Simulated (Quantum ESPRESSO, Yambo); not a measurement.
# Quasiparticle gap of SiO2 (Quartz) in Yambo, part 3 of 3

Aim: the G0W0 gap of SiO2 (Quartz) on LDA, step by step.

Quantum ESPRESSO 7.5 and Yambo 5.3.0; LDA and many-body steps on it, plane waves. Known limits of the many-body steps: not at the basis limit; coarse k mesh.

So far. Step 3 (Bands along the symmetry lines): The gap is 5.801 eV, as in the run before at this level. Step 4 (Empty states on the mesh, 3×3×2 mesh, 496 bands): On this mesh the gap is 5.801 eV.

### Step 6. Screening and self-energy, 3×3×2 mesh, 496 bands, screening to 204.1 eV

G0W0 replaces the xc potential by the self-energy, built once from these orbitals. Only a window of levels is corrected, while the sums run over the empty bands that the input names.

This step: G0W0 on LDA, plane waves, norm-conserving pseudopotentials.

Input file gw3.in:

```
HF_and_locXC
gw0
dyson
ppa
em1d
rim_cut
RandQpts= 1000000
RandGvec= 1 RL
EXXRLvcs= 72 Ry
VXCRLvcs= 288 Ry
Chimod= "HARTREE"
% BndsRnXp
 1 | 496 |
%
NGsBlkXp= 15 Ry
% LongDrXp
 1 | 1 | 1 |
%
% GbndRnge
 1 | 496 |
%
DysSolver= "n"
ExtendOut
PPAPntXp= 27.21138 eV
% QPkrange
 5 | 5 | 23 | 26 |
 1 | 1 | 23 | 26 |
%
```

The run is started by

```bash
$ OMP_NUM_THREADS=2 mpirun -n 2 yambo -F gw3.in -J gw3 -C gw3 > gw3.log
```

Log:

```text
 Yambo, version 5.3.0

 [02] CORE Variables Setup
 =========================

  [... cell, symmetries and grids as in the set-up ...]

  [02.05] Energies & Occupations
  ==============================

  [X] === General ===
  [X] Electronic Temperature                        :  0.000000  0.000000 [eV K]
  [X] Bosonic    Temperature                        :  0.000000  0.000000 [eV K]
  [X] Finite Temperature mode                       : no
  [X] El. density                                   :  0.42403E+24 [cm-3]
  [X] Fermi Level                                   :  2.172053 [eV]

  [X] === Gaps and Widths ===
  [X] Conduction Band Min                           :  5.801365 [eV]
  [X] Valence Band Max                              :  0.000000 [eV]
  [X] Filled Bands                                  :  24
  [X] Empty Bands                                   :    25   496
  [X] Direct Gap                                    :  6.125498 [eV]
  [X] Direct Gap localized at k                     :  1
  [X] Indirect Gap                                  :  5.801365 [eV]
  [X] Indirect Gap between kpts                     :   5   1
  [X] Last valence band width                       :  0.596915 [eV]
  [X] 1st conduction band width                     :  3.097078 [eV]

 [03] Transferred momenta grid and indexing
 ==========================================

 IBZ Q-points                                      :   8
 BZ  Q-points                                      :  18

 K/Q-points units:
 rlu = crystal or reduced units; cc = cartesian coordinates; iku = interal k-units

 Q [1]          [rlu]:  0.000000  0.000000  0.000000
 Q [2]          [rlu]:  0.000000  0.000000 -0.500000
 Q [3]          [rlu]:  0.72872E-17  0.33333       0.0000
 Q [4]          [rlu]:  0.72872E-17  0.33333     -0.50000
 Q [5]          [rlu]:  0.333333  0.333333  0.000000
 Q [6]          [rlu]:  0.333333  0.333333 -0.500000
 Q [7]          [rlu]: -0.333333  0.333333  0.000000
 Q [8]          [rlu]: -0.333333  0.333333 -0.500000

 [04] Coloumb potential Random Integration (RIM)
 ===============================================

  [04.01] RIM initialization
  ==========================

  * Diagonal components only detected *

  8 x (sBL volume)        :  0.144317 [a.u.]
  sBZ random points       :  1000000
  Points outside the sBZ  :   7993074
  RL volume               :  0.324712 [a.u.]
  Integrated volume       :  0.324994 [a.u.]

  [04.02] RIM integrals
  =====================

  Gamma point sphere radius             :  0.095146 [a.u.]
  Points outside the sphere             :   799469
  [Int_sBZ(q=0) 1/q^2]*(Vol_sBZ)^(-1/3) =:  7.664728
                                 should be <:  7.795600

  Summary of Coulomb integrals for non-metallic bands |Q|[au] RIM/Bare

  Q [1] 0.100000E-4 0.983212 * Q [7] 0.260336 1.012284
  Q [3] 0.260336 1.012215 * Q [2] 0.307345 1.138708
  Q [8] 0.402785 1.065434 * Q [4] 0.402785 1.065353
  Q [5] 0.450916 1.007191 * Q [6] 0.545698 1.021740

 [05] Dipoles
 ============

  [05.01] Setup: observables and procedures
  =========================================

  [WARNING] [x,Vnl] slows the Dipoles computation. To neglect it rename the ns.kb_pp file

 [06] Dynamic Dielectric Matrix (PPA)
 ====================================

 [WR./gw3//ndb.pp]---------------------------------------------------------------
  Brillouin Zone Q/K grids (IBZ/BZ)                :   8  18   8  18
  RL vectors                                       :   9395 [WF]
  Coulomb cutoff potential                         : none
  Electronic Temperature                           :  0.000000 [K]
  Bosonic    Temperature                           :  0.000000 [K]
  PPA    diel. fun.  energies                      : Slater exchange(X)+Perdew & Wang(C)
  wavefunctions                                    : Slater exchange(X)+Perdew & Wang(C)
  Global Gauge                                     : length
  X matrix size                                    :   775
  X band range                                     :     1   496
  X e/h energy range                               : -1.000000 -1.000000 [eV]
  X Time ordering                                  : R
  X Hxc Kernel                                     : HARTREE
  X Drude frequency                                :  0.000000  0.000000
  X poles                                          :  100.0000 [o/o]
  RL vectors in the sum                            :   9395
  [r,Vnl] included                                 : yes
  Field direction                                  :  0.577350E-5  0.577350E-5  0.577350E-5
  BZ energy Double Grid                            : no
  BZ energy DbGd points                            : 0
  BZ Q point size factor                           : -1.000000
  X Optical Averaged directions                    : none

 [07] Local Exchange-Correlation + Non-Local Fock
 ================================================

 [VXC] Plane waves :   63145
 [EXS] Plane waves :   7959

 QP @ state[ 1 ] K range:  1  1
 QP @ state[ 1 ] b range:  23  26
 QP @ state[ 2 ] K range:   5   5
 QP @ state[ 2 ] b range:  23  26

 [xc] Functional : Slater exchange(X)+Perdew & Wang(C)
 [xc] LIBXC used to calculate xc functional
  PP Number of Atomic Species                      :  2
  NLCC RL compoments                               :   63145
  PP Number of Atomic Species                      :  2
  NLCC RL compoments                               :   63145

 [xc] E_xc :  -24.88627 [Ha]
      E_xc :  -49.77254 [Ry]

  Local XC kind (lXC) : Slater exchange(X)+Perdew & Wang(C)
  Non-Local XC kind (nlXC) : Hartree-Fock

  Corrections @ K [1] :  [eV]
 <23|nlXC|23> = -25.06674 -0.44094E-17 <23|lXC|23> = -19.28076  0.37763E-15
 <24|nlXC|24> = -25.06523 -0.13045E-16 <24|lXC|24> = -19.28076  0.000000
 <25|nlXC|25> = -6.490484 -0.29917E-18 <25|lXC|25> = -11.30930  0.35403E-16
 <26|nlXC|26> = -5.316477 -0.55043E-18 <26|lXC|26> = -10.83373 -0.37763E-15

  Corrections @ K [5] :  [eV]
 <23|nlXC|23> = -25.37676 -0.35640E-17 <23|lXC|23> = -19.49812  0.47204E-16
 <24|nlXC|24> = -25.61633 -0.12032E-16 <24|lXC|24> = -19.84005  0.000000
 <25|nlXC|25> = -7.118706  0.79572E-18 <25|lXC|25> = -12.56942 -0.23602E-16
 <26|nlXC|26> = -7.117994 -0.11415E-17 <26|lXC|26> = -12.56942 -0.94408E-16

 [08] Dyson equation: Newton solver
 ==================================

  [08.01] G0W0 (W PPA)
  ====================

  [  GW  ] Bands range     :     1   496
  [GW/PPA] G damping       :  0.100000 [eV]

  QP @ state[ 1 ] K range:  1  1
  QP @ state[ 1 ] b range:  23  26
  QP @ state[ 2 ] K range:   5   5
  QP @ state[ 2 ] b range:  23  26

   Sc/G bands                                       :     1   496
   Sc/G damping                                     :  0.100000 ev
   Sc bands terminator                              : no
   Sx RL components                                 :   7959

   QP @ state[ 1 ] K range                          :  1  1
   QP @ state[ 1 ] b range                          :  23  26
   QP @ state[ 2 ] K range                          :   5   5
   QP @ state[ 2 ] b range                          :  23  26
   GF energies kind                                 : Slater exchange(X)+Perdew & Wang(C)
   GF WF`s kind                                     : Slater exchange(X)+Perdew & Wang(C)
   Xs energies kind                                 : Slater exchange(X)+Perdew & Wang(C)
   Xs WF`s kind                                     : Slater exchange(X)+Perdew & Wang(C)

 [11] Game Over & Game summary
```

The job ended after 29 min (2 MPI ranks of Arm Neoverse V1, shared host; peak memory 2 GiB).

This step gave:

| Property | Result |
| --- | --- |
| G0W0 gap on the points computed | 8.953 eV |
| starting gap on the mesh | 5.801 eV |
| k of the valence top | 0.3333, 0.3333, 0 |
| k of the conduction bottom | 0, 0, 0 |
| least direct G0W0 gap on the computed points | 9.318 eV |
| Z at the valence top | 0.8142 |
| Z at the conduction bottom | 0.8680 |

The gap on the mesh goes from 5.80 eV to 8.95 eV, a correction of +3.15 eV.

Limits: finite bands, cutoff and mesh; coarse k mesh. v1 is the top filled band, c1 the lowest empty one. The levels before and after the correction (eV, zero at the valence-band top of each column):

```csv
,conduction bottom,valence top
Kohn-Sham,5.80,0.00
G0W0,8.95,0.00
```

|  | level | energy (eV) |
| --- | --- | --- |
| Kohn-Sham | Γ v2-v1 | -0.324 |
| Kohn-Sham | Γ c1 | 5.801 |
| Kohn-Sham | Γ c2 | 9.038 |
| Kohn-Sham | (0.333 0.333 0) v2 | -0.439 |
| Kohn-Sham | (0.333 0.333 0) v1 | 0.000 |
| Kohn-Sham | (0.333 0.333 0) c1-c2 | 8.700 |
| G0W0 | Γ v2-v1 | -0.365 |
| G0W0 | Γ c1 | 8.953 |
| G0W0 | Γ c2 | 12.416 |
| G0W0 | (0.333 0.333 0) v2 | -0.493 |
| G0W0 | (0.333 0.333 0) v1 | 0.000 |
| G0W0 | (0.333 0.333 0) c1-c2 | 12.155 |

### Step 7. Where the time went

Times are wall times on the hardware named with each run, good to a factor of about two.

```
                          step     time  share  memory (GiB)
                  ground state     92 s    5 %          0.59
bands along the symmetry lines     45 s    2 %          0.38
      empty states on the mesh  2.7 min    8 %           1.6
         conversion and set-up    2.8 s    0 %          0.24
     screening and self-energy   29 min   85 %           2.0
```

### Step 8. Results

| Item | Value |
| --- | --- |
| LDA gap | 5.80 eV, indirect |
| G0W0 gap on the mesh | 8.95 eV |
| GW settings | 3×3×2 mesh, 496 bands, screening to 204.1 eV, Godby-Needs plasmon pole |
| known limits | not at the basis limit; coarse k mesh |

G0W0 moves the gap on the mesh from 5.80 eV to 8.95 eV (+3.15 eV), with Z of 0.81 and 0.87 at the edges. Only 2 of the mesh's irreducible points were corrected, so a valley elsewhere could overtake. The dearest step here is «screening and self-energy». Bands and cutoff are finite, so the gap is not at the basis limit. The miss can reach some tenths of an eV and take either sign; the mesh is an error of its own. In the G0W0 run levels were corrected at 2 k points alone, so a gap called «on the mesh» is the least over those, and an edge elsewhere would be missed. The 3×3×2 mesh is coarse for this cell, which bears on the long-range parts of exchange and screening.

[Paths, hosts, dates, memory and timing lines, banners, echoed tables and standing remarks are left out of the program output.]

[Logs are printed without paths, hosts, clocks, repeated set-up lines and the standing remarks that a program may print on its own settings, such as how far it seeks lower states.]

[Runs of the session that timed out or met a known fault of the program may be left out.]

[Hosts, paths, dates, database ids (printed as entryN), source tags and the programs' standing remarks are cut or masked in the printed files.]
